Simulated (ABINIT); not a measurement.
# BaTiO3 (P4mm): G0W0 with and without spin-orbit coupling

Aim: spinor G0W0 for BaTiO3 (P4mm) beside the scalar-relativistic result.

Main program and level: ABINIT 10.8.3; PBE and many-body steps on it, plane waves.

The database entry behind the starting cell differs from later determinations by our own check (c/a about 0.6 % short), so it need not match the best structure at ambient conditions.

## Step 1: The structure

The structure is tetragonal, space group P4mm (No. 99). The conventional cell has a = 4.000 Å, b = 4.000 Å, c = 4.018 Å, α = 90.00°, β = 90.00°, γ = 90.00°. Nearest to Ba lie 12 O at 2.79 to 2.88 Å. Nearest to Ti lie 6 O at 1.89 to 2.13 Å. O has 2 Ti at 1.89 to 2.13 Å and 4 Ba at 2.83 Å nearest. Nearest to O lie 2 Ti at 2.00 Å and 4 Ba at 2.79 to 2.88 Å. Farther neighbours and most contacts between anions are not listed.

The cell and positions come from the Crystallography Open Database and are kept as given unless a step says otherwise. Spin-orbit coupling is left out unless a step names it.

## Step 2: Empty states on the mesh, 4×4×4 mesh, 100 bands

This step: ABINIT 10.8.3; DFT, PBE, plane waves, norm-conserving pseudopotentials.

The sums over transitions need many empty states on a uniform mesh; this step solves for them.

Contents of run.abi:

```
acell 3*1.0 Angstrom
rprim 
  3.999800000000 0.000000000000 0.000000000000
  0.000000000000 3.999800000000 0.000000000000
  0.000000000000 0.000000000000 4.018000000000
ntypat 3
znucl 56 22 8
natom 5
typat 1 2 3 3 3
xred 
  0.000000000000 0.000000000000 0.000000000000
  0.500000000000 0.500000000000 0.490000000000
  0.500000000000 0.500000000000 0.019000000000
  0.500000000000 0.000000000000 0.517000000000
  0.000000000000 0.500000000000 0.517000000000
pp_dirpath "pseudos"
pseudos "Ba.upf, Ti.upf, O.upf"
ecut 38
ngkpt 4 4 4
nshiftk 1
shiftk 0 0 0
kptopt 1
chksymbreak 0
iscf -2
irdden 1
istwfk *1
nband 100
nbdbuf 8
tolwfr 1e-09
nstep 60
prtvol 0
indata_prefix "in"
outdata_prefix "out"
tmpdata_prefix "tmp"
```

The run is started by

```bash
OMP_NUM_THREADS=1 mpirun -n 4 abinit run.abi > log
```

Numbers of over 12 decimals in the logs are rounded to 6 here.

Output:

```text
.Version 10.8.3 of ABINIT. v10.8.2 released Aug 2026.

 Symmetries : space group P4 m m (# 99); Bravais tP (primitive tetrag.)
[... echo of the input left out ...]
== DATASET  1 ==================================================================
-   mpi_nproc: 4, omp_nthreads: 1 (-1 if OMP is not activated)

--- !DatasetInfo
iteration_state: {dtset: 1, }
dimensions: {natom: 5, nkpt: 18, mband: 100, nsppol: 1, nspinor: 1, nspden: 1, mpw: 4929, }
cutoff_energies: {ecut:  38.0, pawecutdg:  -1.0, }
[...]
1.89160    1.92320    1.93376    1.93376    2.03212    2.03212    2.03429    2.04566
   2.05211    2.06552    2.06552    2.06822    2.07973    2.08886    2.08886    2.41781
   2.42466    2.43544    2.44273    2.45613
 prteigrs : prtvol=0 or 1, do not print more k-points.

== END DATASET(S) ==============================================================
================================================================================

 -outvars: echo values of variables after computation  --------
            nband         100
             nkpt          18
          spgroup          99
 [... the other variables as echoed above ...]

 Calculation completed.
```

It took 81 s on 4 MPI ranks of Arm Neoverse V1, shared host; peak memory 0.42 GiB.

This step gave:

```
gap                                                           : 1.826 eV
k of the valence top                                          : 0.5, 0.5, 0.5
k of the conduction bottom                                    : 0, 0, 0
least direct gap                                              : 2.106 eV
k points computed                                             : 18
lowest point of the top converged band, above the valence top : 49.65 eV
```

On this mesh the gap is 1.826 eV.

The density comes from a self-consistent run that is not shown.

## Step 3: Screening, 4×4×4 mesh, 92 bands, screening to 119.7 eV

The RPA dielectric matrix is built and inverted for each q.

This step: RPA screening on PBE, plane waves, norm-conserving pseudopotentials.

Changes to run.abi since step 2:

```diff
@@ -23,10 +23,11 @@
 chksymbreak 0
-iscf -2
-irdden 1
 istwfk *1
-nband 100
-nbdbuf 8
-tolwfr 1e-09
-nstep 60
-prtvol 0
+occopt 1
+irdwfk 1
+optdriver 3
+nband 92
+ecuteps 4.4
+inclvkb 0
+awtr 1
+symchi 1
 indata_prefix "in"
```

Output:

```text
.Version 10.8.3 of ABINIT. v10.8.2 released Aug 2026.

 Symmetries : space group P4 m m (# 99); Bravais tP (primitive tetrag.)
[... echo of the input left out ...]
== DATASET  1 ==================================================================
-   mpi_nproc: 4, omp_nthreads: 1 (-1 if OMP is not activated)

--- !DatasetInfo
iteration_state: {dtset: 1, }
dimensions: {natom: 5, nkpt: 18, mband: 92, nsppol: 1, nspinor: 1, nspden: 1, mpw: 4929, }
cutoff_energies: {ecut:  38.0, pawecutdg:  -1.0, }
electrons: {nelect:   4.00000000E+01, charge:   0.00000000E+00, occopt:   1.00000000E+00, tsmear:   1.00000000E-02, }

 SCREENING: Calculation of the susceptibility and dielectric matrices

 Based on a program developped by R.W. Godby, V. Olevano, G. Onida, and L. Reining.
 Incorporated in ABINIT by V. Olevano, G.-M. Rignanese, and M. Torrent.
.Using double precision arithmetic ; gwpc =  8

[... cell and pseudopotentials left out ...]
--------------------------------------------------------------------------------

 ==== K-mesh for the wavefunctions ====
 Number of points in the irreducible wedge :    18
[... list of points left out ...]
 Together with  8 symmetry operations and time-reversal symmetry
 yields    64 points in the full Brillouin Zone.

 ==== Q-mesh for the screening function ====
 Number of points in the irreducible wedge :    18
[... list of points left out ...]
 Together with  8 symmetry operations and time-reversal symmetry
 yields    64 points in the full Brillouin Zone.

 setmesh: FFT mesh size selected  =    27x   27x   30
          total number of points  =        21870

 vcoul_init : cutoff-mode = AUXILIARY_FUNCTION
 q-points for optical limit:   1
     1)      0.000010    0.000020    0.000030

- screening: taking advantage of time-reversal symmetry
- Maximum band index for partially occupied states nbvw = 20
- Remaining bands to be divided among processors   nbcw = 72
- Number of bands treated by each node ~18

 Number of electrons calculated from density =   40.0000; Expected =   40.0000
 average of density, n =  0.092210
 r_s =    1.3731
 omega_plasma =   29.2917 [eV]

 calculating chi0 at frequencies [eV] :
  1    0.000000E+00    0.000000E+00
  2    0.000000E+00    2.929166E+01

--------------------------------------------------------------------------------
  q-point number  1        q = ( 0.000000, 0.000000, 0.000000) [r.l.u.]
--------------------------------------------------------------------------------
[... chi0 elements left out ...]
 For q-point:  0.000010 0.000020 0.000030
  dielectric constant =   7.2075
  dielectric constant without local fields =   7.8285

  Average fulfillment of the sum rule on Im[epsilon] for q-point    1 :     56.76  [%]
[... wings left out ...]
  q-point number  2        q = ( 0.250000, 0.000000, 0.000000) [r.l.u.]
--------------------------------------------------------------------------------
[... chi0 elements left out ...]
  Average fulfillment of the sum rule on Im[epsilon] for q-point    2 :     71.05  [%]

 [... 16 further q-points ...]
```

Wall time 1.8 min (4 MPI ranks); peak memory 1.4 GiB; 7.1 min of CPU time.

This step gave:

```
ε∞ with local fields, on this mesh, along the program's q direction : 7.207
the same without local fields                                       : 7.829
plasma frequency                                                    : 29.29 eV
plane waves in the screening matrix                                 : 179
```

Local fields lower ε∞ by 8 %. On a Γ-centred mesh this coarse the value itself is usually too large, while a short band sum pulls it down.

## Step 4: Scalar-relativistic

The self-energy is evaluated for the states that the input lists, and the levels follow from it, in one-shot runs by the linearised quasiparticle equation.

This step: G0W0 on PBE, plane waves, norm-conserving pseudopotentials.

Changes to run.abi since step 3:

```diff
@@ -26,8 +26,17 @@
 irdwfk 1
-optdriver 3
+optdriver 4
 nband 92
+gwcalctyp 0
+ecutsigx 38
+symsigma 1
+nkptgw 2
+kptgw 
+  0.5000000000 0.5000000000 0.5000000000
+  0.0000000000 0.0000000000 0.0000000000
+bdgw 
+  18 23
+  19 23
 ecuteps 4.4
-inclvkb 0
-awtr 1
-symchi 1
+irdscr 1
+ppmodel 1
 indata_prefix "in"
```

Output:

```text
.Version 10.8.3 of ABINIT. v10.8.2 released Aug 2026.

 Symmetries : space group P4 m m (# 99); Bravais tP (primitive tetrag.)
[... echo of the input left out ...]
== DATASET  1 ==================================================================
-   mpi_nproc: 4, omp_nthreads: 1 (-1 if OMP is not activated)

--- !DatasetInfo
iteration_state: {dtset: 1, }
dimensions: {natom: 5, nkpt: 18, mband: 92, nsppol: 1, nspinor: 1, nspden: 1, mpw: 4929, }
cutoff_energies: {ecut:  38.0, pawecutdg:  -1.0, }
electrons: {nelect:   4.00000000E+01, charge:   0.00000000E+00, occopt:   1.00000000E+00, tsmear:   1.00000000E-02, }

 SIGMA: Calculation of the GW corrections

 Based on a program developped by R.W. Godby, V. Olevano, G. Onida, and L. Reining.
 Incorporated in ABINIT by V. Olevano, G.-M. Rignanese, and M. Torrent.
.Using double precision arithmetic ; gwpc =  8

[... cell and pseudopotentials left out ...]
--------------------------------------------------------------------------------

 ==== K-mesh for the wavefunctions ====
 Number of points in the irreducible wedge :    18
[... list of points left out ...]
 Together with  8 symmetry operations and time-reversal symmetry
 yields    64 points in the full Brillouin Zone.

 ==== Q-mesh for screening function ====
 Number of points in the irreducible wedge :    18
[... list of points left out ...]
 Together with  8 symmetry operations and time-reversal symmetry
 yields    64 points in the full Brillouin Zone.

 vcoul_init : cutoff-mode = AUXILIARY_FUNCTION
 q-points for optical limit:   1
     1)      0.000010    0.000020    0.000030
 setmesh: FFT mesh size selected  =    45x   45x   45
          total number of points  =        91125

 Number of electrons calculated from density =   40.0000; Expected =   40.0000
 average of density, n =  0.092210
 r_s =    1.3731
 omega_plasma =   29.2917 [eV]

 === KS Band Gaps ===
  >>>> For spin  1
   Minimum direct gap =   2.1061 [eV], located at k-point      :   0.0000  0.0000  0.0000
   Fundamental gap    =   1.8259 [eV], Top of valence bands at :   0.5000  0.5000  0.5000
                                       Bottom of conduction at :   0.0000  0.0000  0.0000
 SIGMA fundamental parameters:
 PLASMON POLE MODEL  1
 number of plane-waves for SigmaX                 4929
 number of plane-waves for SigmaC and W            179
 number of plane-waves for wavefunctions          4929
 number of bands                                    92
 number of independent spin polarizations            1
 number of spinorial components                      1
 number of k-points in IBZ                          18
 number of q-points in IBZ                          18
 number of symmetry operations                       8
 number of k-points in BZ                           64
 number of q-points in BZ                           64
 number of frequencies for dSigma/dE                 9
 frequency step for dSigma/dE [eV]                0.25
 number of omega for Sigma on real axis              0
 max omega for Sigma on real axis  [eV]           0.00
 zcut for avoiding poles [eV]                     0.10

 EPSILON^-1 parameters (SCR file):
 dimension of the eps^-1 matrix on file            179
 dimension of the eps^-1 matrix used               179
 number of plane-waves for wavefunctions          4929
 number of bands                                    92
 number of q-points in IBZ                          18
 number of frequencies                               2
 number of real frequencies                          1
 number of imag frequencies                          1

 matrix elements of self-energy operator (all in [eV])

 Perturbative Calculation

--- !SelfEnergy_ee
iteration_state: {dtset: 1, }
kpoint     : [   0.500,    0.500,    0.500, ]
spin       : 1
KS_gap     :    4.212
QP_gap     :    6.007
Delta_QP_KS:    1.796
data: !SigmaeeData |
     Band     E0 <VxcDFT>   SigX SigC(E0)      Z dSigC/dE  Sig(E)    E-E0       E
       18   6.549 -19.970 -25.000   5.228   0.766  -0.306 -19.818   0.151   6.700
       19   6.549 -19.970 -25.000   5.228   0.766  -0.306 -19.818   0.151   6.700
       20   6.633 -19.991 -25.032   5.259   0.765  -0.308 -19.825   0.166   6.799
       21  10.844 -21.880 -13.200  -6.030   0.740  -0.350 -19.918   1.962  12.807
       22  10.844 -21.880 -13.200  -6.030   0.740  -0.350 -19.918   1.962  12.807
       23  10.845 -21.881 -13.129  -6.126   0.740  -0.352 -19.938   1.943  12.788

--- !SelfEnergy_ee
iteration_state: {dtset: 1, }
kpoint     : [   0.000,    0.000,    0.000, ]
spin       : 1
KS_gap     :    2.106
QP_gap     :    3.563
Delta_QP_KS:    1.457
data: !SigmaeeData |
     Band     E0 <VxcDFT>   SigX SigC(E0)      Z dSigC/dE  Sig(E)    E-E0       E
       19   6.353 -20.076 -24.606   4.737   0.771  -0.297 -19.917   0.160   6.512
       20   6.353 -20.076 -24.606   4.737   0.771  -0.297 -19.917   0.160   6.512
       21   8.459 -18.809 -11.399  -5.339   0.780  -0.281 -17.192   1.617  10.076
       22   8.671 -19.000 -11.886  -5.027   0.779  -0.283 -17.373   1.627  10.297
       23   8.671 -19.000 -11.886  -5.027   0.779  -0.283 -17.373   1.627  10.297

== END DATASET(S) ==============================================================
================================================================================

 -outvars: echo values of variables after computation  --------
           etotal      0.0000000000E+00
            nband          92
             nkpt          18
          spgroup          99
 [... the other variables as echoed above ...]

 Calculation completed.
```

Wall time 13 s (4 MPI ranks); peak memory 1.1 GiB; 51 s of CPU time.

This step gave:

```yaml
g0w0_gap_on_the_points_computed: 3.277 eV
starting_gap_on_the_mesh: 1.826 eV
k_of_the_valence_top: 0.5, 0.5, 0.5
k_of_the_conduction_bottom: 0, 0, 0
z_at_the_valence_top: 0.765
z_at_the_conduction_bottom: 0.78
least_direct_g0w0_gap_on_the_computed_points: 3.564 eV
```

The gap on the mesh goes from 1.83 eV to 3.28 eV, a correction of +1.45 eV.

## Step 5: Empty states on the mesh, 4×4×4 mesh, 202 bands

This step: DFT, PBE with spin-orbit coupling, plane waves, norm-conserving pseudopotentials.

Changes to run.abi since step 4:

```diff
@@ -18,2 +18,3 @@
 ecut 38
+nspinor 2
 ngkpt 4 4 4
@@ -23,20 +24,10 @@
 chksymbreak 0
+iscf -2
+irdden 1
 istwfk *1
-occopt 1
-irdwfk 1
-optdriver 4
-nband 92
-gwcalctyp 0
-ecutsigx 38
-symsigma 1
-nkptgw 2
-kptgw 
-  0.5000000000 0.5000000000 0.5000000000
-  0.0000000000 0.0000000000 0.0000000000
-bdgw 
-  18 23
-  19 23
-ecuteps 4.4
-irdscr 1
-ppmodel 1
+nband 202
+nbdbuf 18
+tolwfr 1e-09
+nstep 60
+prtvol 0
 indata_prefix "in"
```

Output:

```text
.Version 10.8.3 of ABINIT. v10.8.2 released Aug 2026.

 Symmetries : space group P4 m m (# 99); Bravais tP (primitive tetrag.)
[... echo of the input left out ...]
== DATASET  1 ==================================================================
-   mpi_nproc: 4, omp_nthreads: 1 (-1 if OMP is not activated)

--- !DatasetInfo
iteration_state: {dtset: 1, }
dimensions: {natom: 5, nkpt: 18, mband: 202, nsppol: 1, nspinor: 2, nspden: 1, mpw: 4929, }
cutoff_energies: {ecut:  38.0, pawecutdg:  -1.0, }
[...]
2.07976    2.07976    2.08878    2.08878    2.08902    2.08902    2.41710    2.41733
   2.41825    2.42017    2.43355    2.43657    2.43970    2.44158    2.44416    2.44943
   2.45801    2.46483
 prteigrs : prtvol=0 or 1, do not print more k-points.

== END DATASET(S) ==============================================================
================================================================================

 -outvars: echo values of variables after computation  --------
            nband         202
             nkpt          18
          spgroup          99
 [... the other variables as echoed above ...]

 Calculation completed.
```

Elapsed: 9.1 min, on 4 MPI ranks; peak memory 0.92 GiB; 37 min of CPU time.

This step gave:

```yaml
gap: 1.816 eV
k_of_the_valence_top: 0.5, 0.5, 0.5
k_of_the_conduction_bottom: 0, 0, 0
least_direct_gap: 2.050 eV
k_points_computed: 18
lowest_point_of_the_top_converged_band_above_the_valence_top: 49.65 eV
```

On this mesh the gap is 1.816 eV.

The density comes from a self-consistent run that is not shown, made with spin-orbit coupling and fully relativistic files.

## Step 6: Screening, 4×4×4 mesh, 184 bands, screening to 119.7 eV

This step: RPA screening on PBE with spin-orbit coupling, plane waves, norm-conserving pseudopotentials.

Changes to run.abi since step 5:

```diff
@@ -24,10 +24,11 @@
 chksymbreak 0
-iscf -2
-irdden 1
 istwfk *1
-nband 202
-nbdbuf 18
-tolwfr 1e-09
-nstep 60
-prtvol 0
+occopt 1
+irdwfk 1
+optdriver 3
+nband 184
+ecuteps 4.4
+inclvkb 0
+awtr 1
+symchi 1
 indata_prefix "in"
```

Output:

```text
.Version 10.8.3 of ABINIT. v10.8.2 released Aug 2026.

 Symmetries : space group P4 m m (# 99); Bravais tP (primitive tetrag.)
[... echo of the input left out ...]
== DATASET  1 ==================================================================
-   mpi_nproc: 4, omp_nthreads: 1 (-1 if OMP is not activated)

--- !DatasetInfo
iteration_state: {dtset: 1, }
dimensions: {natom: 5, nkpt: 18, mband: 184, nsppol: 1, nspinor: 2, nspden: 1, mpw: 4929, }
cutoff_energies: {ecut:  38.0, pawecutdg:  -1.0, }
electrons: {nelect:   4.00000000E+01, charge:   0.00000000E+00, occopt:   1.00000000E+00, tsmear:   1.00000000E-02, }

 SCREENING: Calculation of the susceptibility and dielectric matrices

 Based on a program developped by R.W. Godby, V. Olevano, G. Onida, and L. Reining.
 Incorporated in ABINIT by V. Olevano, G.-M. Rignanese, and M. Torrent.
.Using double precision arithmetic ; gwpc =  8

[... cell and pseudopotentials left out ...]
--------------------------------------------------------------------------------

 ==== K-mesh for the wavefunctions ====
 Number of points in the irreducible wedge :    18
[... list of points left out ...]
 Together with  8 symmetry operations and time-reversal symmetry
 yields    64 points in the full Brillouin Zone.

 ==== Q-mesh for the screening function ====
 Number of points in the irreducible wedge :    18
[... list of points left out ...]
 Together with  8 symmetry operations and time-reversal symmetry
 yields    64 points in the full Brillouin Zone.

 setmesh: FFT mesh size selected  =    27x   27x   30
          total number of points  =        21870

 vcoul_init : cutoff-mode = AUXILIARY_FUNCTION
 q-points for optical limit:   1
     1)      0.000010    0.000020    0.000030

- screening: taking advantage of time-reversal symmetry
- Maximum band index for partially occupied states nbvw = 40
- Remaining bands to be divided among processors   nbcw = 144
- Number of bands treated by each node ~36

 Number of electrons calculated from density =   40.0000; Expected =   40.0000
 average of density, n =  0.092210
 r_s =    1.3731
 omega_plasma =   29.2917 [eV]

 calculating chi0 at frequencies [eV] :
  1    0.000000E+00    0.000000E+00
  2    0.000000E+00    2.929166E+01

--------------------------------------------------------------------------------
  q-point number  1        q = ( 0.000000, 0.000000, 0.000000) [r.l.u.]
--------------------------------------------------------------------------------
[... chi0 elements left out ...]
 For q-point:  0.000010 0.000020 0.000030
  dielectric constant =   7.2301
  dielectric constant without local fields =   7.8530

  Average fulfillment of the sum rule on Im[epsilon] for q-point    1 :     56.77  [%]
[... wings left out ...]
  q-point number  2        q = ( 0.250000, 0.000000, 0.000000) [r.l.u.]
--------------------------------------------------------------------------------
[... chi0 elements left out ...]
  Average fulfillment of the sum rule on Im[epsilon] for q-point    2 :     71.19  [%]

 [... 16 further q-points ...]
```

Wall time 15 min (4 MPI ranks); peak memory 4.7 GiB.

Numbers from this step:

```
ε∞ with local fields, on this mesh, along the program's q direction : 7.230
the same without local fields                                       : 7.853
plasma frequency                                                    : 29.29 eV
plane waves in the screening matrix                                 : 179
```

(Part 1 of 2 ends here.)

[Paths, hosts, dates, memory and timing lines, banners, echoed tables and standing remarks are left out of the program output.]

[Logs are printed without paths, hosts, clocks, repeated set-up lines and the standing remarks that a program may print on its own settings, such as how far it seeks lower states.]

[Runs of the session that timed out or met a known fault of the program may be left out.]

[Hosts, paths, dates, database ids (printed as entryN), source tags and the programs' standing remarks are cut or masked in the printed files.]

[G0W0 gaps are taken among the corrected bands and points alone; a level outside them can change the order at an edge.]

[Where Ansatz stands beside ABINIT at settings called matched, ABINIT's density can come from a denser mesh and the files from another edition; pairs whose starting gaps differed by over 0.03 eV were left out, so agreement reads better than it is.]
